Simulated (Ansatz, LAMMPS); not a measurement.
**An extra electron or hole in glassy 65SnO2-35SiO2 (mol %) (60 atoms)**

Does an extra electron or hole in glassy 65SnO2-35SiO2 (mol %) (60 atoms) stay spread out, or do the atoms trap it?

Calculated with Ansatz 0.2.0; Kohn-Sham DFT, PBE, PAW (set soft_1), plane waves; PAW set soft_1.

### Step 1. Starting point

The cell holds 60 atoms: 13 Sn, 7 Si and 40 O. Its edges and angles: a = 9.248 Å, b = 9.248 Å, c = 9.248 Å, α = 90.0°, β = 90.0°, γ = 90.0°. 60 atoms (13 Sn, 7 Si, 40 O) placed at random at 4.63 g/cm³, melted at 4000 K for 10 ps at fixed volume with the Morse and Coulomb pair potential with partial charges (Pedone, Malavasi, Menziani, Cormack and Segre, J. Phys. Chem. B 110, 11780 (2006)). Quenched from 4000 K to 300 K at 10 K/ps and fixed volume, held 10 ps at zero pressure, then minimised at fixed cell.

Limits known from the start: The quench rate of 10 K/ps is many orders above laboratory rates, so the cell is likely richer in defects and strain than a real sample. The starting topology of bonds comes from the classical model, and needn't be the one that DFT or experiment would give. The Brillouin zone is sampled at Γ only, in a cell whose shortest periodic width is 9 Å.

### Step 2. Single point at the start

The forces at the start show how far the geometry lies from a minimum of this functional.

Contents of input.yaml:

```yaml
crystal:
  lattice:
    - [9.24821, 0.0, 0.0]
    - [0.0, 9.24821, 0.0]
    - [0.0, 0.0, 9.24821]
  atoms:
    - { symbol: Sn, position: [0.41165, 0.88224, 0.46254] }
    - { symbol: Sn, position: [0.03209, 0.7673, 0.37515] }
    - { symbol: Sn, position: [0.33267, 0.3088, 0.97586] }
    - { symbol: Sn, position: [0.00142, 0.40826, 0.13609] }
    - { symbol: Sn, position: [0.65901, 0.83528, 0.82401] }
    - { symbol: Sn, position: [0.62352, 0.48151, 0.95608] }
    - { symbol: Sn, position: [0.9365, 0.28352, 0.83204] }
    - { symbol: Sn, position: [0.32302, 0.65153, 0.18338] }
    - { symbol: Sn, position: [0.68949, 0.78515, 0.21582] }
    - { symbol: Sn, position: [0.32931, 0.92865, 0.88038] }
    - { symbol: Sn, position: [0.2799, 0.1641, 0.61589] }
    - { symbol: Sn, position: [0.56571, 0.10379, 0.12988] }
    - { symbol: Sn, position: [0.95618, 0.94835, 0.05312] }
    - { symbol: Si, position: [0.6776, 0.6253, 0.53523] }
    - { symbol: Si, position: [0.40436, 0.6164, 0.70494] }
    - { symbol: Si, position: [0.1088, 0.49299, 0.59953] }
    - { symbol: Si, position: [0.71857, 0.32557, 0.37867] }
    - { symbol: Si, position: [0.6575, 0.14135, 0.62673] }
    - { symbol: Si, position: [0.00473, 0.94424, 0.72525] }
    - { symbol: Si, position: [0.2065, 0.12, 0.25614] }
    - { symbol: O, position: [0.28008, 0.08064, 0.40852] }
    - { symbol: O, position: [0.33587, 0.13884, 0.1307] }
    - { symbol: O, position: [0.52391, 0.65617, 0.25393] }
    - { symbol: O, position: [0.04243, 0.58224, 0.4729] }
    - { symbol: O, position: [0.75109, 0.18896, 0.48522] }
    - { symbol: O, position: [0.04149, 0.11523, 0.70063] }
    - { symbol: O, position: [0.91197, 0.77809, 0.1913] }
    - { symbol: O, position: [0.67738, 0.46346, 0.4831] }
    - { symbol: O, position: [0.53535, 0.93994, 0.29783] }
    - { symbol: O, position: [0.30452, 0.15245, 0.83521] }
    - { symbol: O, position: [0.6328, 0.96454, 0.64241] }
    - { symbol: O, position: [0.00961, 0.87074, 0.57142] }
    - { symbol: O, position: [0.67191, 0.6956, 0.00325] }
    - { symbol: O, position: [0.83288, 0.42648, 0.97935] }
    - { symbol: O, position: [0.25554, 0.77102, 0.36519] }
    - { symbol: O, position: [0.71509, 0.66389, 0.69803] }
    - { symbol: O, position: [0.86108, 0.91028, 0.83217] }
    - { symbol: O, position: [0.59675, 0.25997, 0.27552] }
    - { symbol: O, position: [0.11306, 0.90444, 0.86533] }
    - { symbol: O, position: [0.44433, 0.7504, 0.80872] }
    - { symbol: O, position: [0.48486, 0.48434, 0.7792] }
    - { symbol: O, position: [0.74856, 0.20767, 0.75572] }
    - { symbol: O, position: [0.48887, 0.6801, 0.55411] }
    - { symbol: O, position: [0.12936, 0.3687, 0.95254] }
    - { symbol: O, position: [0.95975, 0.15088, 0.99773] }
    - { symbol: O, position: [0.20837, 0.35385, 0.56764] }
    - { symbol: O, position: [0.53612, 0.9791, 0.94157] }
    - { symbol: O, position: [0.3974, 0.49861, 0.05009] }
    - { symbol: O, position: [0.7494, 0.98363, 0.12747] }
    - { symbol: O, position: [0.55152, 0.2792, 0.99296] }
    - { symbol: O, position: [0.09028, 0.99429, 0.2224] }
    - { symbol: O, position: [0.23778, 0.5963, 0.67985] }
    - { symbol: O, position: [0.75138, 0.73007, 0.42097] }
    - { symbol: O, position: [0.98213, 0.43636, 0.69728] }
    - { symbol: O, position: [0.49479, 0.19343, 0.60225] }
    - { symbol: O, position: [0.31924, 0.94414, 0.64724] }
    - { symbol: O, position: [0.13162, 0.27117, 0.242] }
    - { symbol: O, position: [0.12613, 0.57564, 0.17968] }
    - { symbol: O, position: [0.84416, 0.38192, 0.27631] }
    - { symbol: O, position: [0.31147, 0.82389, 0.06547] }
kpoints:
  mp_grid: { grid: [1, 1, 1] }
hamiltonian:
  xc: pbe
  pseudopotentials: { kind: paw, azcp: { folder: soft_1 } }
scf:
  occupations: { method: fixed }
output:
  forces: true
```

On the command line:

```sh
$ ansatz run input.yaml --threads 4 --pin off --max-ram 8192MiB --backend cpu --events-out ev --progress --plain --runs-dir out
```

The log of the run:

```text
[...]
Pseudopotentials: kind: paw
Pseudopotential: Sn, paw, valence charge 14, recommended cutoff 420 eV (normal), soft_1/Sn.paw.azcp
Pseudopotential: Si, paw, valence charge 4, recommended cutoff 420 eV (normal), soft_1/Si.paw.azcp
Pseudopotential: O, paw, valence charge 6, recommended cutoff 420 eV (normal), soft_1/O.paw.azcp
[... 5 lines on functional and potentials left out ...]
Crystal: 60 atoms, lattice volume = 790.994 Å³
Basis set: ecut = 420 eV, 15515 PW (Γ), exchange–correlation on 128×128×128 points (8 copies of the dense FFT grid, shifted against one another)
Bands: 285, of which v1, the nominal top of the filled ones, is band 225 counted from 1 (224 counted from 0)
Symmetry: 1 space group operations
Space group: P1 (ITA 1), of the structure as read, at distance tolerance 9.2e-5 Å
k-points: 1
[... 7 lines on functional and potentials left out ...]
Initial density: superposition of atomic densities (chi_scale 0.1, normalization cell, long waves kept (reshape's long-wave potential 0.74 eV rms))
Initial wavefunctions: pseudopotential atomic-orbital guess
[...]
SCF iter   1: F=—  HF=-105488.274599 eV  |F-HF|=—  |Δ(HF+E_count)|=         —  Δρ=9.38e-2  dr2=6.57e1  ethr=3.10e-3  ⟨swp⟩=4.0  Hψ=961  notcnv=0  defer=57
preconditioner: auto → Resta (q_TF=auto, 2.484 Å⁻¹)  ε∞=3.1  [insulator: Δε(μ)=1.108 eV  Ē_g=19.178 eV  n_scr=202 (ndim 8)  ℏωp=28.0 eV  f_vac=0.062  ε∞_Penn≈3.1]
[...]
SCF iter  12: F=—  HF=-105470.727631 eV  |F-HF|=—  |Δ(HF+E_count)|=   6.83e-7  Δρ=7.94e-6  dr2=4.54e-7  ethr=3.69e-10  ⟨swp⟩=2.0  Hψ=389  notcnv=0  defer=55
SCF iter  13: F=-105470.727631 eV  HF=-105470.727631 eV  |F-HF|=2.26e-8  |Δ(HF+E_count)|=   1.41e-7  Δρ=2.52e-6  dr2=4.97e-8  ethr=2.22e-11  ⟨swp⟩=3.0  Hψ=869  notcnv=0
SCF 1 converged in 13 iterations: F = -105470.727631 eV  dr2 = 4.97e-8
[...]
SCF converged after 13 iterations
Free energy (F): -105470.727631 eV
Harris-Foulkes:  -105470.727631 eV  (|F-HF|=2.26e-8)
Internal energy: -105470.727631 eV  (E = F + TS)
E sigma→0 (E₀):  -105470.727631 eV
Fermi energy:    6.678614 eV
--- Per-component energies (eV) ---
[...]
Σ components = -105470.727631   (vs F -105470.727631, Δ=0.00e0)
--- Forces (eV/Å), atoms counted from 1 ---
  atom   1  Sn     0.77148843     0.47498151     0.51515730
  atom   2  Sn     0.46331596     0.39988271     0.98166970
  atom   3  Sn    -0.66339076     0.04828353     0.47252683
  atom   4  Sn     0.52094005    -1.14298893     0.47715082
[...]
atom  60  O     -0.45660067     0.69554274    -0.00934172
  max |Σ_I F_I| component: 2.67e-5 eV/Å
```

Run time: 7.1 s. Hardware: 4 threads of Arm Neoverse V1, shared host; peak memory 0.9 GiB.

The r.m.s. force at the start is 0.74 eV/Å.

### Step 3. Relaxation

With the cell held, the atoms are moved downhill towards a nearby minimum.

Contents of input.yaml:

```yaml
crystal:
  lattice:
    - [9.24821, 0.0, 0.0]
    - [0.0, 9.24821, 0.0]
    - [0.0, 0.0, 9.24821]
  atoms:
    [... the 60 atom lines of step 2 ...]
kpoints:
  mp_grid: { grid: [1, 1, 1] }
hamiltonian:
  xc: pbe
  pseudopotentials: { kind: paw, azcp: { folder: soft_1 } }
scf:
  occupations: { method: fixed }
output:
  forces: true
relax:
  f_tol: 0.05
  max_steps: 120
```

The log of the run:

```text
[...]
Crystal: 60 atoms, lattice volume = 790.994 Å³
Basis set: ecut = 420 eV, 15515 PW (Γ), exchange–correlation on 128×128×128 points (8 copies of the dense FFT grid, shifted against one another)
Bands: 285, of which v1, the nominal top of the filled ones, is band 225 counted from 1 (224 counted from 0)
Symmetry: 1 space group operations
[...]
k-points: 1
[...]
SCF iter   1: F=—  HF=-105488.274599 eV  |F-HF|=—  |Δ(HF+E_count)|=         —  Δρ=9.38e-2  dr2=6.57e1  ethr=3.10e-3  ⟨swp⟩=4.0  Hψ=961  notcnv=0  defer=57
[...]
SCF iter   9: F=—  HF=-105470.727607 eV  |F-HF|=—  |Δ(HF+E_count)|=   2.22e-4  Δρ=1.11e-4  dr2=8.55e-5  ethr=3.80e-8  ⟨swp⟩=2.0  Hψ=390  notcnv=0  defer=58
SCF iter  10: F=-105470.727630 eV  HF=-105470.727624 eV  |F-HF|=6.04e-6  |Δ(HF+E_count)|=   1.69e-5  Δρ=2.46e-5  dr2=5.27e-6  ethr=1.39e-8  ⟨swp⟩=4.0  Hψ=856  notcnv=0
SCF 1 converged in 10 iterations: F = -105470.727630 eV  dr2 = 5.27e-6
[...]
relax step   1: F+E_penalty+E_count = -105470.72762977 eV  Δ(F+E_penalty+E_count) = +0.000e0 eV  max|allowed force component| = 2.051e0 eV/Å  Δτ_max = 0.0000 Å  (10 SCF iters, dr2 threshold 6.25e-5 eV, accepted)
[...]
relax step   2: F+E_penalty+E_count = -105472.40961189 eV  Δ(F+E_penalty+E_count) = -1.682e0 eV  max|allowed force component| = 1.272e0 eV/Å  Δτ_max = 0.1949 Å  (7 SCF iters, dr2 threshold 1.00e-4 eV, accepted)
[...]
relax step   3: F+E_penalty+E_count = -105472.86610586 eV  Δ(F+E_penalty+E_count) = -4.565e-1 eV  max|allowed force component| = 6.719e-1 eV/Å  Δτ_max = 0.0930 Å  (6 SCF iters, dr2 threshold 1.00e-4 eV, accepted)
relax step   4: F+E_penalty+E_count = -105473.01127862 eV  Δ(F+E_penalty+E_count) = -1.452e-1 eV  max|allowed force component| = 1.146e0 eV/Å  Δτ_max = 0.1178 Å  (7 SCF iters, dr2 threshold 1.00e-4 eV, accepted)
relax step   5: F+E_penalty+E_count = -105473.15485366 eV  Δ(F+E_penalty+E_count) = -1.436e-1 eV  max|allowed force component| = 4.444e-1 eV/Å  Δτ_max = 0.2000 Å  (8 SCF iters, dr2 threshold 1.00e-4 eV, accepted)
relax step   6: F+E_penalty+E_count = -105473.21350429 eV  Δ(F+E_penalty+E_count) = -5.865e-2 eV  max|allowed force component| = 8.296e-1 eV/Å  Δτ_max = 0.2000 Å  (8 SCF iters, dr2 threshold 2.97e-5 eV, accepted)
relax step   7: F+E_penalty+E_count = -105473.34251895 eV  Δ(F+E_penalty+E_count) = -1.290e-1 eV  max|allowed force component| = 1.996e-1 eV/Å  Δτ_max = 0.2000 Å  (7 SCF iters, dr2 threshold 1.00e-4 eV, accepted)
relax step   8: F+E_penalty+E_count = -105473.36550466 eV  Δ(F+E_penalty+E_count) = -2.299e-2 eV  max|allowed force component| = 2.266e-1 eV/Å  Δτ_max = 0.2000 Å  (11 SCF iters, accepted)
relax step   9: F+E_penalty+E_count = -105473.37660822 eV  Δ(F+E_penalty+E_count) = -1.110e-2 eV  max|allowed force component| = 1.198e-1 eV/Å  Δτ_max = 0.0343 Å  (7 SCF iters, dr2 threshold 3.21e-6 eV, accepted)
relax step  10: F+E_penalty+E_count = -105473.38474185 eV  Δ(F+E_penalty+E_count) = -8.134e-3 eV  max|allowed force component| = 7.079e-2 eV/Å  Δτ_max = 0.0558 Å  (8 SCF iters, dr2 threshold 4.01e-6 eV, accepted)
[...]
relax step  11: F+E_penalty+E_count = -105473.38740713 eV  Δ(F+E_penalty+E_count) = -2.665e-3 eV  max|allowed force component| = 1.666e-2 eV/Å  Δτ_max = 0.0262 Å  (9 SCF iters, accepted)
SCF converged after 9 iterations
Free energy (F): -105473.387407 eV
[...]
Internal energy: -105473.387407 eV  (E = F + TS)
E sigma→0 (E₀):  -105473.387407 eV
Fermi energy:    6.313342 eV
[...]
Σ components = -105473.387407   (vs F -105473.387407, Δ=0.00e0)
--- Forces (eV/Å), atoms counted from 1 ---
  atom   1  Sn     0.00068717    -0.00494017    -0.00065457
  atom   2  Sn     0.00328874    -0.00281651    -0.00569213
  atom   3  Sn     0.01547377     0.00537666     0.00245691
  atom   4  Sn     0.00095704    -0.00011562    -0.00605330
[...]
atom  60  O     -0.01344069     0.01069477    -0.00151278
  max |Σ_I F_I| component: 2.39e-5 eV/Å
--- Relaxed structure (11 steps of the walk, 11 accepted, 0 SCFs on fresh bases) ---
  F+E_penalty+E_count = -105473.38740713 eV   max|allowed force component| = 1.666e-2 eV/Å
  atoms:
    - { symbol: Sn, position: [0.425266, 0.896008, 0.476877] }
    - { symbol: Sn, position: [0.044523, 0.761300, 0.372594] }
    - { symbol: Sn, position: [0.300075, 0.302591, 1.007331] }
    - { symbol: Sn, position: [-0.00184912, 0.407201, 0.142844] }
[...]
- { symbol: O, position: [0.276816, 0.828266, 0.066442] }
```

The job ended after 49 s (4 threads; peak memory 0.93 GiB).

The relaxation converged after 11 steps, 2.66 eV below its start, with a largest force component of 0.017 eV/Å.

[end of part 1 of 4]

[Long decimals in the printed logs are rounded to 6 places.]

[Logs are printed without paths, hosts, clocks, repeated set-up lines and the standing remarks that a program may print on its own settings, such as how far it seeks lower states.]

[Hosts, paths, dates, database ids (printed as entryN), source tags and the programs' standing remarks are cut or masked in the printed files.]
